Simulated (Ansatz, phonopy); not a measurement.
# Quasi-harmonic thermodynamics of K (Im-3m), part 2 of 3

How much does K expand with temperature?

Measurements to reproduce:
- heat capacity C_P per formula unit 29.4 J/mol/K near room temperature (given in “High-Throughput Prediction of Finite-Temperature Properties using the Quasi-Harmonic Approximation”, 2016, arXiv:1603.06924)

Ansatz 0.2.0; DFT PBEsol, scalar-relativistic, plane waves, PAW.

So far. Step 2 (A first coarse run): The start is under 0.0082 GPa at this level and looks like a metal on this mesh. Step 4 (Relaxing to small residual forces and stress): The residual pressure is -9.5e-6 GPa, small enough for phonons. The relaxed cell has a = 5.215 Å (conventional setting).

The database entry behind the starting cell lists a temperature near 5 K, so it need not match the best structure at ambient conditions.

### 5. A new level, relaxed again

The functional, the potentials or the cutoff change, so the crystal is relaxed again at the new setting.

Input file input.yaml:

```yaml
crystal:
  lattice:
    - [-2.607429736, 2.607429736, 2.607429736]
    - [2.607429736, -2.607429736, 2.607429736]
    - [2.607429736, 2.607429736, -2.607429736]
  atoms:
    - { symbol: K, position: [0.0, 0.0, 0.0] }
kpoints:
  mp_grid: { grid: [12, 12, 12] }
hamiltonian:
  xc: pbesol
scf:
  occupations: { method: methfessel_paxton, width: 0.2 }
  lower_state_search: "off"
output:
  forces: true
  stress: true
  eigenvalues: true
basis:
  ecutwfc: 550.0
relax:
  adjacent_minimum: "off"
  f_tol: 0.001
  max_steps: 60
  cell: { stress_tol: 0.01 }
```

Started as:

```
> ansatz run input.yaml --threads 4 --pin off --max-ram 16384MiB --backend cpu --events-out ev --progress --plain --runs-dir out
```

Numbers of over 12 decimals in the logs are rounded to 6 here.

The program printed:

```text
[...]
Crystal: 1 atoms, lattice volume = 70.908 Å³
Basis set: ecut = 550 eV, 2093 PW (Γ), exchange–correlation on 72×72×72 points (8 copies of the dense FFT grid, shifted against one another)
Bands: 9, of which v1, the nominal top of the filled ones, is band 5 counted from 1 (4 counted from 0)
Symmetry: 48 space group operations
[...]
k-points: 72 of 1728
[...]
P = ⅓ Tr σ = -0.0000 GPa (-0.000 kbar)
--- Band table (eV; the first three rows and the last of 72) ---
[...]
--- Relaxed structure (1 steps of the walk, 1 accepted, 1 SCFs on fresh bases) ---
[...]
cell:  # Å, volume = 70.9084 Å³
    - [-2.607429736, 2.607429736, 2.607429736]
    - [2.607429736, -2.607429736, 2.607429736]
    - [2.607429736, 2.607429736, -2.607429736]
  atoms:
    - { symbol: K, position: [0.0, 0.0, 0.0] }
[key lines of the parts left out:]
SCF converged after 5 iterations
Free energy (F): -1516.027476 eV
Fermi energy:    1.851181 eV
```

Elapsed: 3.4 s, on 4 threads of Arm Neoverse V1, shared host; peak memory 0.4 GiB.

Little changed from the start: no atom moved by 0.005 Å and no cell edge by 0.1 %.

This step gave:

```yaml
pressure: -1.70e-5 GPa
```

The residual pressure is -1.7e-5 GPa, small enough for phonons.

### 6. The quasi-harmonic study, cutoff 550 eV, k-mesh 12×12×12

The study relaxes the crystal at several strains, solves the phonons on some of them and minimises the free energy at each temperature (static energy, vibrations, the electrons in a metal, and PV under a set pressure); the q-mesh sets how far the force constants reach.

input.yaml, the sections that differ from step 5:

```yaml
output:
  eigenvalues: true
phonons:
  method: dfpt
  qmesh: [4, 4, 4]
  temperatures: { t_max: 300.0, t_step: 25 }
  thermal_expansion: {}
# crystal, kpoints, hamiltonian, scf, basis: as in step 5
# relax: removed
```

The program printed:

```text
[...]
Crystal: 1 atoms, lattice volume = 70.908 Å³
Basis set: ecut = 550 eV, 2093 PW (Γ), exchange–correlation on 72×72×72 points (8 copies of the dense FFT grid, shifted against one another)
Bands: 9, of which v1, the nominal top of the filled ones, is band 5 counted from 1 (4 counted from 0)
Symmetry: 48 space group operations
[...]
k-points: 72 of 1728
[...]
SCF iter   1: F=—  HF=-1516.027895 eV  |F-HF|=—  |Δ(HF+E_count)|=         —  Δρ=1.25e-3  dr2=6.07e-4  ethr=1.77e-3  ⟨swp⟩=5.1  Hψ=4616  notcnv=0
[...]
SCF iter   8: F=-1516.027476 eV  HF=-1516.027476 eV  |F-HF|=1.14e-12  |Δ(HF+E_count)|=  1.96e-11  S|Δr|=    0.00e0  Δρ=4.14e-8  dr2=1.74e-12  ethr=1.00e-12  ⟨swp⟩=5.1  Hψ=2199  notcnv=0
SCF 1 converged in 8 iterations: F = -1516.027476 eV  dr2 = 1.74e-12
[...]
relax step   1: F+E_penalty+E_count = -1516.02747579 eV  Δ(F+E_penalty+E_count) = +0.000e0 eV  max|allowed force component| = 0.000e0 eV/Å  Δτ_max = 0.0000 Å  (8 SCF iters, accepted)
SCF converged after 8 iterations
[...]
Free energy (F): -1516.027476 eV
[...]
Internal energy: -1516.026223 eV  (E = F + TS)
E sigma→0 (E₀):  -1516.027162 eV
Entropy (-TS):   -0.001253 eV (-1.253 meV/atom)
Fermi energy:    1.851182 eV
[...]
--- Stress (GPa, compression-positive) ---
       -0.000017      -0.000000       0.000000
       -0.000000      -0.000017      -0.000000
       -0.000000       0.000000      -0.000017
  P = ⅓ Tr σ = -0.0000 GPa (-0.000 kbar)
--- Band table (eV; the first three rows and the last of 72) ---
[...]
── thermal expansion: 3 new cells, 3 in all ──
thermal expansion: relaxation of cell 2
thermal expansion: relaxation of cell 3
── thermal expansion: 2 new cells, 5 in all ──
thermal expansion: relaxation of cell 4
thermal expansion: electrons of cell 4
thermal expansion: phonons of cell 4
thermal expansion: relaxation of cell 5
thermal expansion: electrons of cell 1
thermal expansion: electrons of cell 2
thermal expansion: electrons of cell 3
thermal expansion: electrons of cell 5
thermal expansion: phonons of cell 5
── thermal expansion: 7 new cells, 12 in all ──
thermal expansion: relaxation of cell 6
thermal expansion: relaxation of cell 7
thermal expansion: relaxation of cell 8
thermal expansion: relaxation of cell 9
thermal expansion: relaxation of cell 10
thermal expansion: relaxation of cell 11
thermal expansion: relaxation of cell 12
thermal expansion: electrons of cell 6
thermal expansion: electrons of cell 7
thermal expansion: electrons of cell 8
thermal expansion: electrons of cell 9
thermal expansion: electrons of cell 10
thermal expansion: electrons of cell 11
thermal expansion: electrons of cell 12
thermal expansion: phonons of cell 6
thermal expansion: phonons of cell 7
thermal expansion: phonons of cell 8
thermal expansion: phonons of cell 9
--- Relaxed structure (1 steps of the walk, 1 accepted, 0 SCFs on fresh bases) ---
  F+E_penalty+E_count = -1516.02747579 eV   max|allowed force component| = 0.000e0 eV/Å
  atoms:
    - { symbol: K, position: [0.0, 0.0, 0.0] }
--- Thermal expansion: 12 cells in 3 rounds, 0 GPa ---
  no lower state was looked for at cell 4: scf.lower_state_search: off
  without vibrations: a 4.51617, b 4.51617, c 4.51617 Å, V 70.9071 Å³, B 3.73 GPa
  at 0 K: a 4.52724, b 4.52724, c 4.52724 Å, V 71.4298 Å³, B 3.66 GPa
  zero-point expansion: a +0.245, b +0.245, c +0.245, V +0.737 %
      T/K        a/Å        b/Å        c/Å       V/Å³ | expansion of a, b, c, V (1e-6/K)   | that of V in the mean from 25 °C | C_P, C_V (J/mol K of the cell) | B_T, B_S (GPa)
     0.00    4.52724    4.52724    4.52724    71.4298 |    0.00    0.00    0.00    0.00 |  193.39 |     0.000     0.000 |     3.66     3.66
    50.00    4.53403    4.53403    4.53403    71.7517 |   55.24   55.24   55.24  165.73 |  215.24 |    20.961    20.749 |     3.57     3.61
   100.00    4.54816    4.54816    4.54816    72.4246 |   66.76   66.76   66.76  200.27 |  224.76 |    24.552    23.951 |     3.43     3.52
   150.00    4.56400    4.56400    4.56400    73.1839 |   72.02   72.02   72.02  216.07 |  233.00 |    25.711    24.697 |     3.28     3.42
   200.00    4.58099    4.58099    4.58099    74.0043 |   76.61   76.61   76.61  229.84 |  241.42 |    26.498    25.024 |     3.13     3.32
   250.00    4.59912    4.59912    4.59912    74.8864 |   81.44   81.44   81.44  244.33 |  250.45 |    27.226    25.226 |     2.97     3.21
   298.15    4.61776    4.61776    4.61776    75.8004 |   86.65   86.65   86.65  259.95 |       - |    27.962    25.375 |     2.81     3.10
   300.00    4.61850    4.61850    4.61850    75.8369 |   86.86   86.86   86.86  260.59 |  260.33 |    27.992    25.380 |     2.81     3.10
  the static fit leaves 0.000 meV an atom of the energies and, of the stresses, 0.000 GPa of each cell's largest along a strain (root mean squares over the cells), whose Pulay part it has at -0.000 GPa
  vibrations' free energy: its fit leaves 0.0000 meV an atom at the most
  the electrons' free energy at temperature is in it; its fit leaves 0.0000 meV an atom at the most
  free energies summed between the sampled wave vectors
  estimated error of the fitted expansion in any direction: up to 0.100e-6/K, at 300 K (an estimate, not a bound: it was exceeded on models of known expansion)
  by sums over the sampled wave vectors an expansion of the volume parts by up to 0.93e-6/K
  by a static energy of one degree less an expansion of the volume parts by up to 0.28e-6/K
```

Run time: 21 min. Hardware: 4 threads; peak memory 3.3 GiB; 82 min of CPU time.

Numbers from this step:

* volume expansion coefficient at 298 K: 259.9 1e-6/K
* C_P at 298 K: 27.96 J/mol-atom/K
* entropy at 298 K: 64.50 J/mol-atom/K
* isothermal bulk modulus at 298 K: 2.813 GPa
* Grüneisen parameter at 298 K: 1.316
* volume at 298 K: 75.8 Å³/atom
* principal linear expansion coefficients at 298 K: 86.65, 86.65, 86.65 1e-6/K

Strained cells of the study; zero-point energy where phonons were solved; the pressures are stresses at a fixed cutoff and can carry an offset from the finite basis. Expansion cells, by row:

```csv
cell,|a| (Å),|b| (Å),|c| (Å),V (Å³/atom),E - E_lowest (meV/atom),"pressure, compression positive (GPa)",gap (eV),zero-point energy (meV/atom)
1,4.516,4.516,4.516,70.91,0,0,-,-
2,4.552,4.552,4.552,72.62,0.465,-0.085,-,-
3,4.48,4.48,4.48,69.23,0.478,0.093,-,-
4,4.516,4.516,4.516,70.92,0,-0.001,-,9.575
5,4.539,4.539,4.539,71.99,0.187,-0.055,-,9.395
6,4.569,4.569,4.569,73.43,0.988,-0.122,-,9.157
7,4.596,4.596,4.596,74.72,2.194,-0.177,-,8.949
8,4.622,4.622,4.622,76.03,3.855,-0.228,-,8.741
9,4.649,4.649,4.649,77.37,5.958,-0.276,-,8.534
10,4.472,4.472,4.472,68.83,0.743,0.117,-,-
11,4.494,4.494,4.494,69.87,0.182,0.057,-,-
12,4.687,4.687,4.687,79.24,9.54,-0.336,-,-
```

Quasi-harmonic; a, b, c are the run's own cell vectors. Expansion, by row:

```csv
T (K),a (Å),b (Å),c (Å),alpha (deg),beta (deg),gamma (deg),cell volume (Å³/cell),alpha_a (1e-6/K),alpha_b (1e-6/K),alpha_c (1e-6/K),alpha_V (1e-6/K),C_P (J/mol-atom/K),C_V (J/mol-atom/K),S (J/mol-atom/K),B_T (GPa),B_S (GPa),Grueneisen,extrapolation,fit error (1e-6/K)
0,4.527,4.527,4.527,109.5,109.5,109.5,71.43,0,0,0,0,0,0,0,3.66,3.66,-,0,0
25,4.529,4.529,4.529,109.5,109.5,109.5,71.5,33.73,33.73,33.73,101.2,13.14,13.1,7.918,3.63,3.65,1.209,0,0.01
50,4.534,4.534,4.534,109.5,109.5,109.5,71.75,55.24,55.24,55.24,165.7,20.96,20.75,19.99,3.57,3.61,1.233,0,0.02
75,4.541,4.541,4.541,109.5,109.5,109.5,72.07,62.79,62.79,62.79,188.4,23.44,23.03,29.04,3.5,3.57,1.244,0,0.03
100,4.548,4.548,4.548,109.5,109.5,109.5,72.42,66.76,66.76,66.76,200.3,24.55,23.95,35.95,3.43,3.52,1.252,0,0.03
125,4.556,4.556,4.556,109.5,109.5,109.5,72.8,69.6,69.6,69.6,208.8,25.22,24.42,41.5,3.36,3.47,1.259,0,0.03
150,4.564,4.564,4.564,109.5,109.5,109.5,73.18,72.02,72.02,72.02,216.1,25.71,24.7,46.15,3.28,3.42,1.267,0,0.03
175,4.572,4.572,4.572,109.5,109.5,109.5,73.59,74.32,74.32,74.32,223,26.12,24.89,50.14,3.21,3.37,1.274,0,0.05
200,4.581,4.581,4.581,109.5,109.5,109.5,74,76.61,76.61,76.61,229.8,26.5,25.02,53.65,3.13,3.32,1.282,0,0.06
225,4.59,4.59,4.59,109.5,109.5,109.5,74.44,78.97,78.97,78.97,236.9,26.86,25.13,56.8,3.05,3.26,1.29,0,0.08
250,4.599,4.599,4.599,109.5,109.5,109.5,74.89,81.44,81.44,81.44,244.3,27.23,25.23,59.64,2.97,3.21,1.298,0,0.08
275,4.609,4.609,4.609,109.5,109.5,109.5,75.35,84.06,84.06,84.06,252.2,27.6,25.31,62.26,2.89,3.15,1.307,0,0.07
298.1,4.618,4.618,4.618,109.5,109.5,109.5,75.8,86.65,86.65,86.65,259.9,27.96,25.38,64.5,2.81,3.1,1.316,0,0.09
300,4.619,4.619,4.619,109.5,109.5,109.5,75.84,86.86,86.86,86.86,260.6,27.99,25.38,64.67,2.81,3.1,1.316,0,0.1
```

The expansion coefficient by temperature; values in 1e-6/K:

```csv
temperature (K),volume,principal 1
0,0,0
25,101,33.7
50,166,55.2
75,188,62.8
100,200,66.8
125,209,69.6
150,216,72.0
175,223,74.3
200,230,76.6
225,237,79.0
250,244,81.4
275,252,84.1
298,260,86.7
300,261,86.9
```

At 298 K the volume expansion is 260 × 10⁻⁶/K and B_T is 2.81 GPa.

### 7. Free-energy fit

This step: DFT PBEsol, scalar-relativistic, plane waves, PAW (phonopy 4.10.0).

The energy (each curve on its own zero) by volume; values in meV/atom:

```csv
volume (Å³/atom),static,F at 0 K,F at 300 K
70.92,0,0.52,4.31
71.99,0.19,0.52,3.05
73.43,0.99,1.09,1.88
74.72,2.19,2.08,1.32
76.03,3.86,3.54,1.18
77.37,5.96,5.43,1.44
```

Phonopy-qha, vinet fit of F(V) at each temperature. Qha vinet, by row:

```csv
T (K),fitted volume (Å³/atom),alpha_V (1e-6/K),B_T (GPa),C_P (J/mol-atom/K),Grueneisen
75,72.07,186.7,3.5,23.69,1.241
100,72.42,199.8,3.43,24.74,1.258
125,72.8,208.6,3.36,25.36,1.27
150,73.18,216,3.29,25.81,1.281
175,73.59,222.9,3.21,26.2,1.291
200,74,229.9,3.13,26.56,1.301
225,74.44,237,3.05,26.91,1.312
250,74.89,244.4,2.97,27.27,1.323
275,75.35,252.3,2.89,27.63,1.335
```

The volume expansion coefficient by temperature; values in 1e-6/K:

```csv
temperature (K),"phonopy-qha, Vinet",Ansatz's own study
75.0,187,188
100.0,200,200
125.0,209,209
150.0,216,216
175.0,223,223
200.0,230,230
225.0,237,237
250.0,244,244
275.0,252,252
```

[end of part 2 of 3]

[Logs are printed without paths, hosts, clocks, repeated set-up lines and the standing remarks that a program may print on its own settings, such as how far it seeks lower states.]

[Hosts, paths, dates, database ids (printed as entryN), source tags and the programs' standing remarks are cut or masked in the printed files.]

[A step with changed settings may run another functional than the one named; its input shows which.]
